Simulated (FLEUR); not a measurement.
## Energy mapping worked by hand: GdSe

Can a spin model with one coupling foretell the energy of a further order of GdSe?

Method: LDA (VWN) with U = 4.02 eV, J = 0.7 eV on Gd f; all-electron FLAPW, Dirac cores, scalar-relativistic bands, in FLEUR MaX-R8.1.

## Step 1: The structure

It takes space group Fm-3m (No. 225, cubic). The conventional cell has a = 5.771 Å, b = 5.771 Å, c = 5.771 Å, α = 90.00°, β = 90.00°, γ = 90.00°. Nearest to Gd lie 6 Se at 2.89 Å. Nearest to Se lie 6 Gd at 2.89 Å. Farther neighbours and most contacts between anions are not listed.

## Step 2: The parallel order

All energies count from this run. The U counters the self-interaction that shrinks the moments of a localised shell.

The file n_mmp_mat seeds the f occupations with whole cubic orbitals by Hund's first rule, so that the U acts from the first pass. inpgen writes inp.xml from crystal.txt; cutoffs, mixing, functional, smearing and local orbitals are then set in the file. The k list default-1 (kpts.xml, not shown) is a Γ-centred 6×6×6 mesh; where the ranks do not divide the number of points, some are split in two of half the weight.

inp.xml

```
<?xml version="1.0" encoding="UTF-8" standalone="no"?>
<fleurInput fleurInputVersion="0.39">
   <comment>
      GdSe
   </comment>
   <calculationSetup>
      <cutoffs Kmax="3.6" Gmax="10.8" GmaxXC="10.8" numbands="0"/>
      <scfLoop itmax="130" minDistance="0.0001" maxIterBroyd="15" imix="Anderson" alpha="0.05" precondParam="0.0" spinf="2.0" sdNocoIR="T"/>
      <coreElectrons ctail="T" frcor="F" kcrel="0" coretail_lmax="0"/>
      <xcFunctional name="vwn" relativisticCorrections="F"/>
      <magnetism jspins="2"/>
      <soc l_soc="F" theta="0.0" phi="0.0" spav="F"/>
      <expertModes spex="0" secvar="F"/>
      <geometryOptimization l_f="F" forcealpha="1.0" forcemix="BFGS" epsdisp="0.00001" epsforce="0.00001"/>
      <ldaU l_linMix="F" mixParam="0.05" spinf="1.0"/>
   </calculationSetup>
   <cell>
      <bzIntegration valenceElectrons="34.0" mode="hist" fermiSmearingEnergy="0.00183747">
         <kPointListSelection listName="default-1"/>
         <xi:include xmlns:xi="http://www.w3.org/2001/XInclude" href="kpts.xml"> </xi:include>
      </bzIntegration>
      <xi:include xmlns:xi="http://www.w3.org/2001/XInclude" href="sym.xml"> </xi:include>
      <bulkLattice scale="1.0">
         <bravaisMatrix>
            <row-1>    0.0000000000000000     5.4528047325332993     5.4528047325332993</row-1>
            <row-2>    5.4528047325332993     0.0000000000000000     5.4528047325332993</row-2>
            <row-3>    5.4528047325332993     5.4528047325332993     0.0000000000000000</row-3>
         </bravaisMatrix>
      </bulkLattice>
   </cell>
   <atomSpecies>
      <species name="Gadolinium7.000" element="Gd" atomicNumber="64">
         <mtSphere radius="2.66" gridPoints="879" logIncrement="0.015"/>
         <atomicCutoffs lmax="10" lnonsphr="8"/>
         <electronConfig flipSpins="F">
            <coreConfig>(1s1/2) (2s1/2) (2p1/2) (2p3/2) (3s1/2) (3p1/2) (3p3/2) (4s1/2) (3d3/2) (3d5/2) (4p1/2) (4p3/2) (4d3/2) (4d5/2)</coreConfig>
            <valenceConfig>(5s1/2) (5p1/2) (5p3/2) (6s1/2) (4f5/2) (4f7/2) (5d3/2) (5d5/2)</valenceConfig>
            <stateOccupation state="(4f5/2)" spinUp="2.5" spinDown="0.5"/>
            <stateOccupation state="(4f7/2)" spinUp="4.0" spinDown="0.0"/>
            <stateOccupation state="(5d3/2)" spinUp="0.4" spinDown="0.0"/>
            <stateOccupation state="(5d5/2)" spinUp="0.6" spinDown="0.0"/>
         </electronConfig>
         <energyParameters s="6" p="6" d="5" f="4"/>
         <ldaU l="3" U="4.02" J="0.7" l_amf="F"/>
         <lo type="SCLO" l="0" n="5" eDeriv="0"/>
         <lo type="SCLO" l="1" n="5" eDeriv="0"/>
      </species>
      <species name="Selenium (Se)" element="Se" atomicNumber="34">
         <mtSphere radius="2.66" gridPoints="879" logIncrement="0.014"/>
         <atomicCutoffs lmax="10" lnonsphr="8"/>
         <electronConfig flipSpins="F">
            <coreConfig>(1s1/2) (2s1/2) (2p1/2) (2p3/2) (3s1/2) (3p1/2) (3p3/2)</coreConfig>
            <valenceConfig>(4s1/2) (3d3/2) (3d5/2) (4p1/2) (4p3/2)</valenceConfig>
            <stateOccupation state="(4p1/2)" spinUp="0.666667" spinDown="0.666667"/>
            <stateOccupation state="(4p3/2)" spinUp="1.333333" spinDown="1.333333"/>
         </electronConfig>
         <energyParameters s="4" p="4" d="3" f="4"/>
      </species>
   </atomSpecies>
   <atomGroups>
      <atomGroup species="Gadolinium7.000">
         <relPos label="                   1">.0000000000 .0000000000 .0000000000</relPos>
         <force calculate="T" relaxXYZ="TTT"/>
      </atomGroup>
      <atomGroup species="Selenium (Se)">
         <relPos label="                   2">1.000/2.000 1.000/2.000 1.000/2.000</relPos>
         <force calculate="T" relaxXYZ="TTT"/>
      </atomGroup>
   </atomGroups>
   <output dos="F" band="F" slice="F">
      <bandDOS minEnergy="-.5*Htr" maxEnergy="0.5*Htr" sigma="0.015" storeEVData="T"/>
      <plotting iplot="0" polar="F">
         <plot TwoD="T" vec1="  1.0  0.0  0.0" vec2="  0.0  1.0  0.0" vec3="  0.0  0.0  1.0" zero="  0.0  0.0  0.0" file="plot"/>
      </plotting>
      <moessbauerParams electricFieldGradient="F" isomerShift="F" coreHyperfine="F" valenceHyperfine="F"/>
   </output>
</fleurInput>
```

crystal.txt

```
GdSe
&input film=F cartesian=F /
0.00000000000  2.88550000000  2.88550000000
2.88550000000  0.00000000000  2.88550000000
2.88550000000  2.88550000000  0.00000000000
1.8897261246
1.0 1.0 1.0

2
64 0.00000000000  0.00000000000  0.00000000000 : 7.000
34 0.50000000000  0.50000000000  0.50000000000

&kpt div1=6 div2=6 div3=6 gamma=T /
```

Command:

```sh
$ OMP_NUM_THREADS=1 inpgen -f crystal.txt > inpgen.log  # inp.xml is then edited as shown
$ OMP_NUM_THREADS=1 mpirun -n 4 fleur_MPI > fleur.log
```

What it wrote:

```text
Welcome to FLEUR        (www.flapw.de)
      MaX-Release 8.1          (www.max-centre.eu)

 ========== k-point set info ==========
 Selected k-point list: default-1
 k-point list type: mesh
 6 x 6 x 6
 Number of k points: 16

 [... set-up left out ...]
 Iteration:     1   Distance:      17.11619962 me/bohr^3
 Iteration:     2   Distance:      16.99929358 me/bohr^3
 Iteration:     3   Distance:      14.55640672 me/bohr^3
 Iteration:     4   Distance:       4.34764988 me/bohr^3
 Iteration:     5   Distance:       2.19052112 me/bohr^3
[...]
[... left out ...]
            <freeEnergy value="-13700.2263369683"/>
            <extrapolationTo0K value="-13700.2262101185"/>
         </totalEnergy>
         [... left out ...]
         <ldaUDensityMatrixConvergence>
            <distance spin="1" distance="0.000000"/>
            <distance spin="2" distance="0.000002"/>
         </ldaUDensityMatrixConvergence>
         <densityConvergence units="me/bohr^3">
            <chargeDensity spin="1" distance="0.0000573124"/>
            <chargeDensity spin="2" distance="0.0000521909"/>
            <overallChargeDensity distance="0.0000942374"/>
            <spinDensity distance="0.0000560046"/>
         </densityConvergence>
      </iteration>
```

Run time: 8.1 s. Hardware: 4 MPI ranks of Intel Xeon 6975P-C (Granite Rapids), shared host; peak memory 0.23 GiB; 32 s of CPU time.

Spin moment in the muffin-tin sphere by atom:

```tsv
atom	spin moment in the muffin-tin sphere (μB)
Gd1	6.97
Se2	-0.03
```

Numbers from this step:

```
free energy                                                       : -372802.1505 eV
program's band gap on this mesh (in a metal only a level spacing) : 0.01324 eV
magnetization                                                     : 7.024 μB
final state                                                       : ferromagnetic
```

After 19 cycles the largest moment stands at 6.97 μB.

## Step 3: The orders used for the fit

The other orders were run with the same settings, on meshes that hold the same points. Free energies are divided by the number of Gd atoms; q is in fractions of the reciprocal vectors of the first run's cell.

```tsv
order	atoms	mesh	free energy (eV)	eV per Gd	largest moment (μB)
F +	2	6×6×6	-372802.1505	-372802.1505	6.97
AF q=(0,0,1/2) +-	4	6×6×3	-745604.3782	-372802.1891	7.08
```

## Step 4: Counting neighbours

With E = −Σ J e_i·e_j over ordered pairs of unit vectors, turning a neighbour from parallel to opposed costs 2J a Gd atom. So an order lies 2 Σ n J over the parallel one, n being the opposed neighbours in each shell.

```tsv
shell	distance (Å)	neighbours	opposed in AF q=(0,0,1/2) +-	opposed in AF q=(0,1/2,1/2) +-
J1	4.08	12	6	8
J2	5.77	6	6	0
```

Only J1 is kept.

## Step 5: Solving

```
2 × 6 × J1 = -38.6 meV    (AF q=(0,0,1/2) +-)
J1 = -3.22 meV
```

## Step 6: The test

The couplings now give the orders that were left out:

```
2 × 8 × (-3.22) = -51.5 meV    (AF q=(0,1/2,1/2) +-)
```

The runs themselves:

```tsv
order	atoms	mesh	free energy (eV)	eV per Gd	largest moment (μB)	over the parallel order (meV)	foretold (meV)
AF q=(0,1/2,1/2) +-	4	6×3×6	-745604.3297	-372802.1649	7.02	-14.3	-51.5
```

## Step 7: One more shell

One try is to add the next shell, though changing moments can also cause the miss. Both differences then fix both couplings, and no order is left for a test.

```
2 × 6 × J1 + 2 × 6 × J2 = -38.6 meV    (AF q=(0,0,1/2) +-)
2 × 8 × J1 = -14.3 meV    (AF q=(0,1/2,1/2) +-)
J1 = -0.89 meV
J2 = -2.32 meV
```

## Step 8: What came out

```
effective coupling of the reversed pairs, counted on J1 (Gd–Gd at 4.08 Å) : -3.22 meV
largest miss on the orders left out                                       : 37 meV
J1 with two shells                                                        : -0.89 meV
J2 with two shells                                                        : -2.32 meV
```

The model misses the order left out by 37 meV, 96 % of the largest distance from the parallel order, so it fails: these couplings alone don't describe the crystal. With the next shell added the couplings are J1 = -0.89 and J2 = -2.32 meV, untested. The largest moments of the orders differ by 1.5 % of the greatest. One difference fixes one number: it sums all reversed shells and need not be the coupling of the nearest one, even in sign. The f shell is half filled, so the spin-only picture is fair.

[Logs and program files are shortened in this print: banners, set-up blocks, solver, clock and traceback lines can be left out without a mark of their own.]

[Logs are printed without paths, hosts, clocks, repeated set-up lines and the standing remarks that a program may print on its own settings, such as how far it seeks lower states.]

[Hosts, paths, dates, database ids (printed as entryN), source tags and the programs' standing remarks are cut or masked in the printed files.]

[Where a cell is said to come from a database of computed structures, the database is the Materials Project.]
